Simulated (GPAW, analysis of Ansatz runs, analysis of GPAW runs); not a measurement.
# Interstitial Mn in Si: charge-transition level against experiment (GPAW), part 4 of 4

Subject: interstitial Mn in Si. Wanted: its charge-transition level, in one set-up (RPBE, plane waves 500 eV, 64-site cell, RPBE lattice, k: the zone centre alone then 2x2x2 shifted, dielectric constants 11.7 and 11.7 (handbook)). The model is a cell of 64 host atoms with 1 Mn put in. The level is the Fermi energy at which two charge states have equal formation energy, after a correction for the images of the charge.

GPAW 26.7.0; RPBE, plane waves 500 eV, 64-site cell, RPBE lattice, k: the zone centre alone then 2x2x2 shifted, dielectric constants 11.7 and 11.7 (handbook).

So far: The structure; Relaxation, charge +1; Single point, charge +1; Relaxation, charge 0.

### Step 5. Single point, charge 0

This step: GPAW plane-wave PAW DFT, RPBE; single point of a defect supercell.

run.py reads:

```python
import numpy as np
from ase.io import read, write
from ase.parallel import parprint, world
from gpaw import GPAW, PW

atoms = read('POSCAR')
magmoms = np.zeros(len(atoms))
magmoms[[64]] = 3 / 1
atoms.set_initial_magnetic_moments(magmoms)
calc = GPAW(mode=PW(500),
            xc='RPBE',
            kpts={'size': (2, 2, 2), 'gamma': False},
            occupations={'name': 'fermi-dirac', 'width': 0.01, 'fixmagmom': True},
            nbands=145,
            convergence={'density': 1e-05, 'bands': 142},
            maxiter=150,
            symmetry={'point_group': False},
            txt='gpaw.txt')
atoms.calc = calc
energy = atoms.get_potential_energy()
forces = atoms.get_forces()
parprint(f'Energy: {energy:.6f} eV, largest force {np.linalg.norm(forces, axis=1).max():.4f} eV/A')
calc.write('gs.gpw')
write('final.xyz', atoms)
parprint('Moments:', atoms.get_magnetic_moments().round(3))
for s in range(calc.get_number_of_spins()):
    parprint('Levels (eV), spin', s, calc.get_eigenvalues(kpt=0, spin=s)[-16:].round(3))
field = calc.get_electrostatic_potential()
if world.rank == 0:
    np.save('potential.npy', field)
field = calc.get_pseudo_density()
if world.rank == 0:
    np.save('density.npy', field)
field = calc.get_pseudo_density(spin=0) - calc.get_pseudo_density(spin=1)
if world.rank == 0:
    np.save('spin.npy', field)
```

POSCAR reads:

```
Si Mn
 1.0000000000000000
    11.0159874872810537    0.0000000000000000    0.0000000000000000
     0.0000000000000000   11.0159874872810537    0.0000000000000000
     0.0000000000000000    0.0000000000000000   11.0159874872810466
 Si  Mn 
  64   1
Direct
 -0.0005323698857475  0.0011202427394047  0.2488366905976375
  0.0012991490791474  0.2487330022082561  0.0016857753352971
[... 20 atom lines left out ...]
  0.3701287882459605  0.6252754551466988  0.1255659641586438
[... 12 atom lines left out ...]
  0.7486705353943348  0.2520886968332438  0.2499848237100438
[... 1 atom line left out ...]
  0.6264661010161812  0.3776600803880213  0.1233756466743639
[... 10 atom lines left out ...]
  0.4961954710198321  0.5017258676429529  0.2536707374828109
  0.4967998035871745  0.7531742696312594  0.0019070510042114
  0.7566164458359601  0.4936444850067811 -0.0068492697624353
  0.7480489424588030  0.7533350877151620  0.2531552712110349
  0.6242856210521530  0.6254183011695195  0.3797575083332400
  0.6245099350324342  0.8799622967248458  0.1253798628216218
  0.8727375472330829  0.6234093500858737  0.1232324811159588
[... 5 atom lines left out ...]
  0.6266798757688049  0.6233819145064172  0.8769521834655237
[... 3 atom lines left out ...]
  0.6278576712242718  0.6213763902603604  0.1221526469191849
```

On the command line:

```
OMP_NUM_THREADS=1 mpirun -n 4 gpaw python run.py > stdout
```

The log of the run:

```text
__  _  _
 | _ |_)|_||  |
 |__||  | ||/\| - 26.7.0

Input parameters:
  mode=PW(ecut=500.0),
  convergence={'density': 1e-05, 'bands': 142},
  kpts=MonkhorstPack(size=(2, 2, 2), gamma=False),
  maxiter=150,
  nbands=145,
  occupations=Occupations(name='fermi-dirac', width=0.01, fixmagmom=True),
  symmetry=Symmetry(point_group=False),
  xc=XC(name='RPBE')

Diagonalizing LCAO Hamiltonian
Converting LCAO to pw mode
        .--------------------------.
       /|                          |
      / |                          |
     /  |        Si            Si  |
    /   |SiSi         Si Si        |
   /    |    Si           Si       |
  /     |  Si Si        Si Si      |
 *   Si |      Si Si Si     Si     |
 |   Si |      Si  Si        Si    |
 |      |Si         Si Si        Si|
 |     Si      SiSi  Si     Si Si  |
 |      |SiSSi        Si Si        |
 |      |    Si Si        Si  Si   |
 |      | Si  Si        Si Si      |
 |      .------Si-Si-----------Si--.
 |   Si/       Si  Si Mn     Si   /
 |    /  Si         Si Si        /i
 |   / Si     Si     Si         /
 |  /       Si           Si Si /
 | Si           Si            /
 |/                          /
 *--------------------------*

Atoms  # Å, Bohr magnetons
|    | symbol |         x |         y |         z |    initial magnetic moments |
|----|--------|-----------|-----------|-----------|-----------------------------|
|  0 |     Si | -0.005865 |  0.012341 |  2.741182 | ( 0.0000,  0.0000,  0.0000) |
|  1 |     Si |  0.014311 |  2.740040 |  0.018570 | ( 0.0000,  0.0000,  0.0000) |
|  2 |     Si |  2.769138 | -0.015647 |  0.000137 | ( 0.0000,  0.0000,  0.0000) |
|  3 |     Si |  2.736471 |  2.755882 |  2.739596 | ( 0.0000,  0.0000,  0.0000) |
|  4 |     Si |  1.373534 |  1.376959 |  4.134796 | ( 0.0000,  0.0000,  0.0000) |
|  5 |     Si |  1.369055 |  4.150258 |  1.379119 | ( 0.0000,  0.0000,  0.0000) |
|  6 |     Si |  4.125279 |  1.381106 |  1.373326 | ( 0.0000,  0.0000,  0.0000) |
|  7 |     Si |  4.134931 |  4.100500 |  4.126661 | ( 0.0000,  0.0000,  0.0000) |
|  8 |     Si | -0.002442 |  0.002582 |  8.263239 | ( 0.0000,  0.0000,  0.0000) |
|  9 |     Si | -0.003354 |  2.756627 |  5.509193 | ( 0.0000,  0.0000,  0.0000) |
[...]
| 59 |     Si |  8.248655 |  8.265771 |  8.279711 | ( 0.0000,  0.0000,  0.0000) |
| 60 |     Si |  6.903498 |  6.867167 |  9.660494 | ( 0.0000,  0.0000,  0.0000) |
| 61 |     Si |  6.885620 |  9.645097 |  6.887153 | ( 0.0000,  0.0000,  0.0000) |
| 62 |     Si |  9.620459 |  6.886113 |  6.892160 | ( 0.0000,  0.0000,  0.0000) |
| 63 |     Si |  9.639949 |  9.640842 |  9.636721 | ( 0.0000,  0.0000,  0.0000) |
| 64 |     Mn |  6.916472 |  6.845075 |  1.345632 | ( 0.0000,  0.0000,  3.0000) |

Unit cell  # Å
| periodic |         x |         y |         z |   lengths |    angles |
|----------|-----------|-----------|-----------|-----------|-----------|
|      yes | 11.015987 |  0.000000 |  0.000000 | 11.015987 | 90.000000 |
|      yes |  0.000000 | 11.015987 |  0.000000 | 11.015987 | 90.000000 |
|      yes |  0.000000 |  0.000000 | 11.015987 | 11.015987 | 90.000000 |

Number of symmetries: 1
Symmetry operations  # r_c * U_cc + t_c -> r_c
|   | kind |            matrix            |
|---|------|------------------------------|
| 0 |  E   |  1, 0, 0,  0, 1, 0,  0, 0, 1 |

BZ-sampling:
  Number of BZ points: 8
  Number of IBZ points: 4

  Monkhorst-Pack size: [2, 2, 2]
  Monkhorst-Pack shift: [0, 0, 0]

K-points  # in reciprocal-cell coordinates
|   |                                coordinates |     weight |
|---|--------------------------------------------|------------|
| 0 | (  0.25000000,  -0.25000000,  -0.25000000) | 0.25000000 |
| 1 | (  0.25000000,  -0.25000000,   0.25000000) | 0.25000000 |
| 2 | (  0.25000000,   0.25000000,  -0.25000000) | 0.25000000 |
| 3 | (  0.25000000,   0.25000000,   0.25000000) | 0.25000000 |

Plane wave coefficients: 33935
Cutoff: 500.0 eV

Spin-components: 2 (collinear spins)
Bands:           145
Projectors:      326
Spin-degeneracy: 1
Datatype:        complex128

Density:
  Valence electrons: 271.0
  Components: 2
  Grid points: [60 60 60]
  Charge: 0.0  # |e|

Potential:
  Grid points: [60 60 60]

species:
  Si:
    name:    Silicon
    Z:       14.0
    valence: 4
    core:    10
    charge:  0.0  # [|e|]
    compensation charges:
      type: gauss
      rc: 0.33  # [Å]
      lmax: 2
    cutoffs:
      filter: 1.86  # [Å]
      core: 2.06  # [Å]
    projectors
    | kind |    occ | energy [eV] | rcut [Å] |
    |------|--------|-------------|----------|
    |   3s |  2.000 |     -10.793 |    1.058 |
    |   3p |  2.000 |      -4.075 |    1.058 |
    |    s |        |      16.418 |    1.058 |
    |    p |        |      23.136 |    1.058 |
    |    d |        |       0.000 |    1.058 |

    Using partial waves for Si as LCAO basis

  Mn:
    name:    Manganese
    Z:       25.0
    valence: 15
    core:    10
    charge:  0.0  # [|e|]
    compensation charges:
      type: gauss
      rc: 0.38  # [Å]
      lmax: 2
    cutoffs:
      filter: 2.14  # [Å]
      core: 0.86  # [Å]
    projectors
    | kind |    occ | energy [eV] | rcut [Å] |
    |------|--------|-------------|----------|
    |   3s |  2.000 |     -85.954 |    1.275 |
    |   4s |  2.000 |      -5.040 |    1.275 |
    |   3p |  6.000 |     -54.618 |    1.281 |
    |   4p |  0.000 |      -1.367 |    1.281 |
    |   3d |  5.000 |      -6.715 |    1.138 |
    |    d |        |      20.497 |    1.138 |

    Using partial waves for Mn as LCAO basis

Reference energy: -536462.543093  # eV

eigensolver:
  PPCG
  Converge bands: 142
  niter=2

density mixing:
  MSR1-Mixer
  Pratt-step length: 0.05
  Maximum mixing coefficient: 0.75
  Old densities: 10
  SVD Regularization: 0.005
  Good broyden scale: 1.0
  Trust region scale: 1.0
  Backstep threshold: 4.0
  History deletion threshold: 6.0
  Fourier metric: weight=20.0, sigma=0.015

occupation numbers:
  Fixed magnetic moment: 3.000
  Fermi-Dirac:
    width: 0.0100  # eV

poisson solver:
  ecut: 4000.0  # eV

xc functional:
  name: RPBE with 2 nearest neighbor stencil

Initialization done in: 16.912 s

convergence criteria:
- Maximum integral of absolute [dens]ity change: 1e-05 electrons / valence electron
- Maximum [total energy] change in last 3 cyles: 0.0005 eV / valence electron
- Maximum integral of absolute [eigenst]ate change: 4e-08 eV^2 / valence electron
maximum number of iterations: 150

SCF iterations
|iter     | |      energy | eigst |  dens |  magmom |
|---------|-|-------------|-------|-------|---------|
|iter:   1| | -336.488474 | +0.26 |       |  +3.0082|
|iter:   2| | -335.113042 | -0.74 | -0.81 |  +3.0078|
|iter:   3| | -334.688499 | -1.75 | -0.86 |  +3.0067|
|iter:   4| | -333.769602 | -1.54 | -0.92 |  +3.0034|
|iter:   5| | -333.965271 | -1.87 | -1.25 |  +3.0007|
|iter:   6| | -333.987203 | -2.27 | -1.87 |  +3.0003|
|iter:   7| | -333.998154c| -2.47 | -2.20 |  +3.0001|
|iter:   8| | -333.993138c| -2.78 | -2.51 |  +3.0000|
|iter:   9| | -333.994029c| -3.19 | -2.92 |  +3.0000|
|iter:  10| | -333.994481c| -3.40 | -3.14 |  +3.0000|
|iter:  11| | -333.994521c| -3.66 | -3.31 |  +3.0000|
|iter:  12| | -333.994703c| -3.75 | -3.52 |  +3.0000|
|iter:  13| | -333.994654c| -4.04 | -3.59 |  +3.0000|
|iter:  14| | -333.994666c| -4.26 | -3.98 |  +3.0000|
|iter:  15| | -333.994673c| -4.46 | -4.15 |  +3.0000|
|iter:  16| | -333.994675c| -4.57 | -4.44 |  +3.0000|
|iter:  17| | -333.994676c| -4.72 | -4.56 |  +3.0000|
|iter:  18| | -333.994676c| -4.82 | -4.89 |  +3.0000|
|iter:  19| | -333.994676c| -4.96 | -4.93 |  +3.0000|
|iter:  20| | -333.994676c| -5.08 | -5.40c|  +3.0000|
|iter:  21| | -333.994676c| -5.22 | -5.49c|  +3.0000|
|iter:  22| | -333.994676c| -5.35 | -5.62c|  +3.0000|
|iter:  23| | -333.994676c| -5.49 | -5.81c|  +3.0000|
|iter:  24| | -333.994676c| -5.67 | -5.95c|  +3.0000|
|iter:  25| | -333.994676c| -5.82 | -6.20c|  +3.0000|
|iter:  26| | -333.994676c| -6.09 | -6.23c|  +3.0000|
|iter:  27| | -333.994676c| -6.23 | -6.25c|  +3.0000|
|iter:  28| | -333.994676c| -6.48 | -6.47c|  +3.0000|
|iter:  29| | -333.994676c| -6.58 | -6.69c|  +3.0000|
|iter:  30| | -333.994676c| -6.77 | -6.93c|  +3.0000|
|iter:  31| | -333.994676c| -7.01 | -7.24c|  +3.0000|
|iter:  32| | -333.994676c| -7.21 | -7.43c|  +3.0000|
|iter:  33| | -333.994676c| -7.46c| -7.63c|  +3.0000|

Converged in 33 steps
SCF loop duration: 1015.397 s (30.770 s/step)
Energy contributions relative to reference atoms: (reference = -536462.543093)

Energy contributions:
  Kinetic:         391.605623
  Coulomb:        -347.746799
  Zero:             -0.571438
  External:          0.000000
  Xc:             -377.282054
  Entropy:          -0.000016
  Spinorbit:         0.000000
  ----------------------------
  Free energy:    -333.994684
  Extrapolated:   -333.994676

dipole moment: (94.957814, -47.330543, -49.714700)  # |e|*Ang

Total magnetic moment: (0.000000, 0.000000, 3.000000)

Local magnetic moments
|        x |        y |         z |
|----------|----------|-----------|
| 0.000000 | 0.000000 |  0.000615 |  # Si   0
| 0.000000 | 0.000000 | -0.000000 |  # Si   1
| 0.000000 | 0.000000 |  0.003723 |  # Si   2
| 0.000000 | 0.000000 |  0.000492 |  # Si   3
| 0.000000 | 0.000000 |  0.000979 |  # Si   4
| 0.000000 | 0.000000 |  0.000833 |  # Si   5
| 0.000000 | 0.000000 |  0.001704 |  # Si   6
| 0.000000 | 0.000000 |  0.001512 |  # Si   7
| 0.000000 | 0.000000 | -0.000188 |  # Si   8
| 0.000000 | 0.000000 | -0.000200 |  # Si   9
[...]
Fermi levels: 5.294, 5.629
Eigenvalues  # (at kpt = [0.250, -0.250, -0.250])
| band index |      eig [eV] | occ [0-1] |      eig [eV] | occ [0-1] |
|------------|---------------|-----------|---------------|-----------|
|          0 |       -74.596 |     1.000 |       -71.714 |     1.000 |
|        ... |               |           |               |           |
|        128 |         4.130 |     1.000 |         4.234 |     1.000 |
|        129 |         4.297 |     1.000 |         4.341 |     1.000 |
|        130 |         4.336 |     1.000 |         4.725 |     1.000 |
|        131 |         4.462 |     1.000 |         4.726 |     1.000 |
|        132 |         4.465 |     1.000 |         5.533 |     1.000 |
|        133 |         4.886 |     1.000 |         5.541 |     1.000 |
|        134 |         4.889 |     1.000 |         5.710 |     0.000 |
|        135 |         5.016 |     1.000 |         6.114 |     0.000 |
|        136 |         5.017 |     1.000 |         6.119 |     0.000 |
|        137 |         6.031 |     0.000 |         6.211 |     0.000 |
|        138 |         6.163 |     0.000 |         6.533 |     0.000 |
|        139 |         6.164 |     0.000 |         6.539 |     0.000 |
|        140 |         6.467 |     0.000 |         6.545 |     0.000 |
|        141 |         6.591 |     0.000 |         6.690 |     0.000 |
|        142 |         6.592 |     0.000 |         6.823 |     0.000 |
|        ... |               |           |               |           |
|        144 |         6.914 |     0.000 |         6.950 |     0.000 |

Gap: 0.388 eV
Transition (v -> c):
  (s=0, k=1, n=136, [0.25, -0.25, 0.25]) -> (s=1, k=1, n=132, [0.25, -0.25, 0.25])
No difference between direct/indirect transitions

Forces  # eV/Ang
|        x |        y |        z |
|----------|----------|----------|
[...]
| -0.02596 |  0.02412 |  0.07535 |  # Si  60
| -0.02653 | -0.00224 |  0.03611 |  # Si  61
|  0.01639 |  0.02067 |  0.03716 |  # Si  62
| -0.02016 |  0.00694 |  0.01477 |  # Si  63
| -0.09505 |  0.10109 |  0.09651 |  # Mn  64

# Writing to gs.gpw (mode='')
```

Wall time 18 min (4 MPI ranks of Arm Neoverse V2, shared host); peak memory 4.7 GiB; 70 min of CPU time.

This step gave:

| Item | Value |
| --- | --- |
| total moment | 3.000 μB |

### Step 6. Charge-transition levels

Analysis of the runs above: levels from GPAW plane-wave PAW DFT, RPBE energies with an image-charge correction aligned at atomic sites (own code after Kumagai and Oba).

It gives:

- gap: 0.7130 eV

### Step 7. Outcome

| Item | Value |
| --- | --- |
| static dielectric constant used | 11.7 |
| band gap of the host | 0.71 eV |
| (plus 1/0) level below the conduction-band bottom | 0.39 eV |

(+1/0) level below the conduction-band bottom: computed 0.39 eV, measured 0.42 eV; 0.03 eV shallower than the measurement. The level is counted in a gap of 0.71 eV, and the correction is screened by a dielectric constant of 11.7 from a handbook. Levels hang on the band edges, which semilocal functionals place too close together.

[Logs are printed without paths, hosts, clocks, repeated set-up lines and the standing remarks that a program may print on its own settings, such as how far it seeks lower states.]

[Hosts, paths, dates, database ids (printed as entryN), source tags and the programs' standing remarks are cut or masked in the printed files.]

[For some hosts the program warned that the k-mesh of the response run may be too coarse for force constants and the static dielectric constant; such warnings are not shown here.]
